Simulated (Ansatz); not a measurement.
**Y2CF2 MXene monolayer in a perpendicular field**

Wanted: the out-of-plane response of the Y2CF2 MXene monolayer. A positive field points along +c.

Program: Ansatz 0.2.0. Level of theory: plane-wave DFT, PBE-D3(BJ), Ansatz PAW. Results are calculated unless marked as measured.

This is a report of a sequence of runs, with most program output left out.

### Step 1. Starting point

The cell holds 5 atoms: 2 F, 2 Y and 1 C. Its edges and angles: a = 3.478 Å, b = 3.478 Å, c = 40.805 Å, α = 90.0°, β = 90.0°, γ = 120.0°. Vacuum lies along c.

### Step 2. Relaxation

The starting cell is a guess, so the in-plane lattice and the atoms are relaxed first, with the slab cut off from its images along the normal.

The input, input.yaml:

```yaml
crystal:
  lattice:
    - [3.47776, 0.0, 0.0]
    - [-1.73888, 3.0118285083, 0.0]
    - [0.0, 0.0, 40.8048287095]
  atoms:
    - { symbol: F, position: [0.3333333333, 0.6666666667, 0.439898918] }
    - { symbol: "Y", position: [0.6666666667, 0.3333333333, 0.4663708565] }
    - { symbol: C, position: [0.0, 0.0, 0.5] }
    - { symbol: "Y", position: [0.3333333333, 0.6666666667, 0.5336291435] }
    - { symbol: F, position: [0.6666666667, 0.3333333333, 0.560101082] }
  periodic: [true, true, false]
kpoints:
  mp_grid: { grid: [12, 12, 1] }
hamiltonian:
  xc: pbe
  dispersion: d3bj
scf:
  occupations: { method: fermi_dirac, width: 0.05 }
  convergence: { dr2_threshold: 1.0e-09 }
relax:
  f_tol: 0.004
  max_steps: 90
  cell: {}
output:
  write_potential: true
  write_density: true
  volumetric_format: npy
```

Run with:

```sh
> ansatz run input.yaml --threads 2 --pin off --max-ram 3072MiB --backend cpu --events-out ev --progress --plain --runs-dir out
```

Wall time 34 s (2 threads of Intel Xeon Platinum 8559C (Emerald Rapids), shared host); peak memory 0.78 GiB; 67 s of CPU time.

Step by step:

```
step  energy less that of the first step (eV)  largest force component (eV/Å)  volume (Å³)
   1                                   0.0000                          0.9683       427.41
   2                                  -0.1541                          0.4131       443.95
   3                                  -0.1089                          0.9850       455.68
   4                                  -0.1766                          0.0150       445.76
   5                                  -0.1768                          0.0022       445.41
  6*                                  -0.1866                          0.0027       445.41
   7                                  -0.1864                          0.0067       446.32
   8                                  -0.1864                          0.0001       446.32
  9*                                  -0.1867                          0.0001       446.32
```

Relaxation steps marked * repeat the geometry before them on a plane-wave basis chosen anew for their cell, so energy and pressure can jump there. Relaxation step 3 was tried and not accepted.

Forces are held to the 12 operations that the run works with; a distortion that breaks them can't arise in this run.

```
cell as run  before  after  change
      a (Å)   3.478  3.554  +2.2 %
      b (Å)   3.478  3.554  +2.2 %
```

The atoms that moved most (Å, along periodic axes as changes of fractional coordinates times the final cell, across vacuum about the mean position):

```
atom     dx     dy      dz  length
  F1  0.000  0.000  -0.094   0.094
  F5  0.000  0.000   0.094   0.094
```

Final coordinates:

```cif
data_structure
_symmetry_space_group_name_H-M 'P 1'
_symmetry_Int_Tables_number 1
_cell_length_a 3.5539
_cell_length_b 3.5539
_cell_length_c 40.8048
_cell_angle_alpha 90.000
_cell_angle_beta 90.000
_cell_angle_gamma 120.000
_cell_volume 446.32
loop_
_atom_site_label
_atom_site_type_symbol
_atom_site_fract_x
_atom_site_fract_y
_atom_site_fract_z
_atom_site_occupancy
F1 F 0.33333 0.66667 0.43758 1
Y2 Y 0.66667 0.33333 0.46640 1
C3 C 0.00000 0.00000 0.50000 1
Y4 Y 0.33333 0.66667 0.53360 1
F5 F 0.66667 0.33333 0.56242 1
```

The lattice constant a goes from 3.478 to 3.554 Å.

### Step 3. Single point, field 0

A sawtooth potential applies the field, turning back in the middle of the vacuum. With the dipole correction the typed value is the field outside the slab. The induced dipole is small, so the SCF threshold is tight.

The cell differs from the one that the last finished run ended in (c 40.805 → 23.094 Å).

The input, input.yaml:

```yaml
crystal:
  lattice:
    - [3.5538672806, 0.0, 0.0]
    - [-1.7769336403, 3.0777393466, 0.0]
    - [0.0, 0.0, 23.0937539696]
  atoms:
    - { symbol: F, position: [0.3333333333, 0.6666666667, 0.3897157652] }
    - { symbol: "Y", position: [0.6666666667, 0.3333333333, 0.4406353585] }
    - { symbol: C, position: [0.0, 0.0, 0.5] }
    - { symbol: "Y", position: [0.3333333333, 0.6666666667, 0.5593646415] }
    - { symbol: F, position: [0.6666666667, 0.3333333333, 0.6102842348] }
kpoints:
  mp_grid: { grid: [18, 18, 1] }
  band_path:
    path: [[0, 0, 0], [0.5, 0, 0], [0.33333333, 0.33333333, 0], [0, 0, 0]]
    npoints: 16
hamiltonian:
  xc: pbe
  dispersion: d3bj
scf:
  occupations: { method: fermi_dirac, width: 0.02585 }
  convergence: { dr2_threshold: 1.0e-10 }
efield:
  axis: 3
  dipole_correction: true
  ramp_position: 0.97
  ramp_width: 0.06
  amplitude: 0
output:
  dos: { projected: true, e_range: [-6, 5] }
  write_potential: true
  write_density: true
  volumetric_format: npy
  elf: true
```

The job ended after 10 s (2 threads; peak memory 0.66 GiB).

Numbers from this step:

```yaml
gap_on_the_k_mesh: 1.116 eV
dipole_along_the_normal: -1.25e-7 e·Å
gap_along_the_path: 1.116 eV
smallest_direct_gap_along_the_path: 1.283 eV
ionisation_energy_upper_face: 4.291 eV
electron_affinity_upper_face: 3.174 eV
gap_the_smaller_of_path_and_mesh: 1.116 eV
```

Running mean over a fixed 2.7 Å (it still follows the layers) of the planar mean; the ramp of the sawtooth is left out. The electron's electrostatic potential energy less the Fermi level by z:

```
z (Å)  electron's electrostatic potential energy less the Fermi level (eV)
  3.5                                                                 3.72
  4.0                                                                 3.72
  4.5                                                                 3.72
  5.0                                                                 3.72
  5.5                                                                 3.72
  6.0                                                                 3.72
  6.5                                                                 3.70
  7.0                                                                 3.55
  7.5                                                                 2.63
  8.0                                                                0.824
  8.5                                                                -1.60
  9.0                                                                -4.63
  9.5                                                                -6.95
 10.0                                                                -8.04
 10.5                                                                -8.23
 11.0                                                                -7.77
 11.5                                                                -7.64
 12.0                                                                -7.73
 12.5                                                                -8.16
 13.0                                                                -8.16
 13.5                                                                -7.23
 14.0                                                                -5.17
 14.5                                                                -2.15
 15.0                                                                0.431
 15.5                                                                 2.33
 16.0                                                                 3.47
 16.5                                                                 3.68
 17.0                                                                 3.72
 17.5                                                                 3.72
 18.0                                                                 3.72
 18.5                                                                 3.72
 19.0                                                                 3.72
 19.5                                                                 3.72
 20.0                                                                 3.72
```

The density of states has structure finer than the step of the table below, so its rows give means over 0.25 eV, whole bins alone (the curve runs from -6 to 2.35 eV). Peaks (eV: height): -1.950: 8.26, -1.200: 25.3.

Table of density of states by energy, zero at the Fermi level of the run, which the smearing sets inside the gap; means over each step:

energy (eV), density of states (states/eV a cell) and a bar:
```
    -2.50        0.0 
    -2.25        0.5 ##
    -2.00        4.9 #######################
    -1.75        2.7 #############
    -1.50        3.0 ##############
    -1.25        6.4 ##############################
    -1.00        2.4 ###########
    -0.75        3.4 ################
    -0.50        0.4 ##
    -0.25        0.0 
     0.00        0.0 
     0.25        0.0 
     0.50        0.1 #
     0.75        0.9 ####
     1.00        1.0 ####
     1.25        1.0 #####
     1.50        1.2 #####
     1.75        1.4 ######
     2.00        1.6 #######
```

Projected DOS per atom over height of the atomic layer and energy from the Fermi level. Layers: F Y C Y F from below.

Ten even steps from '_' (0.00 states/eV) to '@' (3.24 states/eV), each cell a mean:
```
__..__..__
__..__..__
__..__..__
__..__..__
__________
__________
__________
____..____
__..++..__
__--@@--__
__..==..__
__::**::__
__________
__________
__________
__________
__________
__________
__________
__________
__________
__________
```
Columns: height of the atomic layer (Å) from 9 to 14.1 (not evenly spaced); rows upwards: energy from the Fermi level (eV) from -5.96 to 2.32.

The electronic bands at the labelled points (eV, zero at the Fermi level of the run, which the smearing sets inside the gap):

```
  point  band 17  band 18  band 19  band 20  band 21  band 22  band 23  band 24
      Γ    -6.16    -2.07    -0.57    -0.57     2.27     2.44     2.61     2.61
halfway    -6.12    -1.72    -1.49    -0.70     1.32     2.86     3.31     3.44
      M    -6.09    -2.16    -1.19    -0.73     0.55     3.77     4.33     4.52
halfway    -6.08    -2.06    -1.29    -1.19     1.43     3.67     3.94     4.26
      K    -6.09    -1.80    -1.80    -1.19     2.45     3.43     3.43     4.10
halfway    -6.13    -1.71    -1.45    -1.02     2.08     2.08     3.38     3.54
      Γ    -6.16    -2.07    -0.57    -0.57     2.27     2.44     2.61     2.61
```

Electrostatic potential energy in the ca plane at fractional y = 0.333, with atoms of Y and F within 0.2 Å of it. With pseudopotentials it is smooth inside the atoms' cores, unlike the true potential.

Values in eV, 5 rows by 16 columns, each cell a mean:
```
  4   4   4   4   4   4   3  -2 -27 -16   1  -1  -9   2   4   4
  4   4   4   4   4   4   3  -7 -43 -31   1   1 -37  -8   4   4
  4   4   4   4   4   4   3  -2 -29 -18   1  -1 -11   1   4   4
  4   4   4   4   4   4   4   2  -2   1   0  -7  -2   3   4   4
  4   4   4   4   4   4   4   2  -1   1   0  -8  -2   3   4   4
```
Columns run along c (16.0 Å, from fractional 0.07 to 0.76 of the cell; values clipped at the 3rd and 97th percentile), rows up along a (3.6 Å). Atoms in or near the plane, at fractional coordinates: Y at (0.44, 0.67), F at (0.61, 0.67).

Valence density in the ca plane at fractional y = 0.333, with atoms of Y and F within 0.2 Å of it. It is the smooth field of the valence electrons, not physical close to the nuclei.

Ten steps, logarithmic in the rise over the least value, from '0' (0 e/Å³) to '9' (10 e/Å³), each cell a mean:
```
00000000000000000000113444222111223320000000
00000000000000000000135776421111257742000000
00000000000000000000146777521111379973000000
00000000000000000000136777521111369962000000
00000000000000000000024665321111245531000000
00000000000000000000112332222222222210000000
00000000000000000001121112233333211000000000
00000000000000000001221112233333321000000000
00000000000000000001111122222222211100000000
```
Columns run along c (16.0 Å, from fractional 0.07 to 0.76 of the cell), rows up along a (3.6 Å). Atoms in or near the plane, at fractional coordinates: Y at (0.44, 0.67), F at (0.61, 0.67).

ELF in the ca plane at fractional y = 0.333, with atoms of Y and F within 0.2 Å of it. It is the smooth field of the valence electrons, not physical close to the nuclei.

Ten even steps from '0' (0.00) to '9' (0.84), each cell a mean:
```
00000000000000000025762244200147752100000000
00000000000000000279998212101699984200000000
00000000000000000499589401103886896200000000
00000000000000000389899311102798985200000000
00000000000000000159995123200379863100000000
00000000000000012102322465210013431000000000
00000000000000134420025885223200000000000000
00000000000000135531137885224200000000000000
00000000000000123210113675211101110000000000
```
Columns run along c (16.0 Å, from fractional 0.12 to 0.82 of the cell), rows up along a (3.6 Å). Atoms in or near the plane, at fractional coordinates: Y at (0.44, 0.67), F at (0.61, 0.67).

The gap is 1.12 eV, with the valence edge 4.29 eV and the conduction edge 3.17 eV under the upper vacuum level.

### Step 4. Single point, field 0.1 V/Å

Changes to input.yaml since step 3:

```diff
@@ -27,5 +27,4 @@
   ramp_width: 0.06
-  amplitude: 0
+  amplitude: 0.1
 output:
-  dos: { projected: true, e_range: [-6, 5] }
   write_potential: true
@@ -33,2 +32 @@
   volumetric_format: npy
-  elf: true
```

The job ended after 13 s (2 threads; peak memory 0.64 GiB).

The dipole is 0.0315 e·Å, and the gap 1.116 eV.

### Step 5. Single point, field -0.1 V/Å

Changes to input.yaml since step 4:

```diff
@@ -27,3 +27,3 @@
   ramp_width: 0.06
-  amplitude: 0.1
+  amplitude: -0.1
 output:
```

The job ended after 13 s (2 threads; peak memory 0.64 GiB; 25 s of CPU time).

The dipole is -0.0315 e·Å, and the gap 1.116 eV.

### Step 6. Response, atoms held

This step: plane-wave DFT, PBE-D3(BJ), Ansatz PAW; response to a field along the normal, atoms held (Ansatz 0.2.0).

The dipoles give the slope, and the difference of two potentials shows where the field is screened.

This step gave:

```yaml
equivalent_conductor_thickness_p_eps_0ae: 5.205 Å
distance_between_the_outer_atoms: 5.094 Å
```

Table of dipole of the cell by applied field:

```
applied field (V/Å)  dipole of the cell (e·Å)
            -0.1000                   -0.0315
             0.0000                   -1.2e-7
             0.1000                    0.0315
```

Local field over the applied field, running mean. From the potentials at -0.1 and 0.1 V/Å; running mean over 2.5 Å. Local field over applied field against z:

```
z (Å)  local field over applied field
  4.5                           1.000
  5.0                           0.999
  5.5                           0.998
  6.0                           0.993
  6.5                           0.980
  7.0                           0.941
  7.5                           0.861
  8.0                           0.748
  8.5                           0.614
  9.0                           0.471
  9.5                           0.330
 10.0                           0.216
 10.5                           0.132
 11.0                          0.0753
 11.5                          0.0484
 12.0                          0.0673
 12.5                           0.120
 13.0                           0.198
 13.5                           0.306
 14.0                           0.444
 14.5                           0.588
 15.0                           0.725
 15.5                           0.841
 16.0                           0.930
 16.5                           0.975
 17.0                           0.992
 17.5                           0.997
 18.0                           0.999
 18.5                           1.000
 19.0                           1.000
```

Electrons, planar mean, per unit field. Induced electron density against z:

z (Å), induced electron density (e/Å³ per V/Å) and a bar from the least value:
```
     4.04    0.00000 ###############
     4.47    0.00000 ###############
     4.91    0.00000 ###############
     5.20    0.00000 ###############
     5.63    0.00001 ###############
     6.06    0.00003 ###############
     6.50    0.00008 ###############
     6.93    0.00023 ################
     7.22    0.00043 ##################
     7.65    0.00106 #####################
     8.08    0.00222 ############################
     8.52    0.00257 ##############################
     8.95    0.00137 #######################
     9.38    0.00117 ######################
     9.67    0.00072 ###################
    10.10    0.00139 #######################
    10.54    0.00112 ######################
    10.97    0.00054 ##################
    11.40   -0.00011 ##############
    11.69    0.00011 ################
    12.12   -0.00054 ############
    12.56   -0.00112 ########
    12.99   -0.00139 #######
    13.42   -0.00072 ###########
    13.71   -0.00117 ########
    14.14   -0.00137 #######
    14.58   -0.00257 
    15.01   -0.00222 ##
    15.44   -0.00106 #########
    15.88   -0.00043 ############
    16.17   -0.00023 ##############
    16.60   -0.00008 ###############
    17.03   -0.00003 ###############
    17.46   -0.00001 ###############
    17.90    0.00000 ###############
    18.19    0.00000 ###############
    18.62    0.00000 ###############
    19.05    0.00000 ###############
```

The smaller of the gaps on the path and on the k-mesh, counted as 0 under 0.03 eV. The gap stays at 1.12 eV for applied field from -0.1 to 0.1 V/Å.

By hand: between -0.1 and 0.1 V/Å the dipole changes by 0.06292 e·Å, a slope of 0.3146 e·Å²/V. A perfect conductor of thickness t has p = ε₀AEt, so t = 180.95 × 0.3146 / 10.938 = 5.20 Å (e/ε₀ = 180.95 V·Å, A in Å²).

The induced dipole is that of a conductor 5.20 Å thick.

### Step 7. Outcome

```
gap without field                          : 1.12 eV
ionisation energy, upper face              : 4.29 eV
electron affinity, upper face              : 3.17 eV
equivalent conductor thickness, atoms held : 5.20 Å
```

In words: The induced dipole equals that of a perfect conductor 5.20 Å thick, while the outer atoms lie 5.09 Å apart; an out-of-plane ε follows only once a thickness t is chosen, by 1 − 1/ε = 5.20 Å / t. The gap stays within 0.01 eV of 1.12 eV over the fields run, up to 0.1 V/Å in size. Semilocal functionals give gaps that are too small, and excitons are not included. Spin-orbit coupling is left out. The MXene's terminations sit over the metal atoms of its far layer; the site over carbon or nitrogen, which some compounds prefer, was not run.

[Logs are printed without paths, hosts, clocks, repeated set-up lines and the standing remarks that a program may print on its own settings, such as how far it seeks lower states.]

[Hosts, paths, dates, database ids (printed as entryN), source tags and the programs' standing remarks are cut or masked in the printed files.]

[Maps of the electrostatic potential energy from Ansatz leave out the sawtooth potential of an applied field or a dipole correction, so their vacuum need not be flat; planar profiles and work functions include it.]
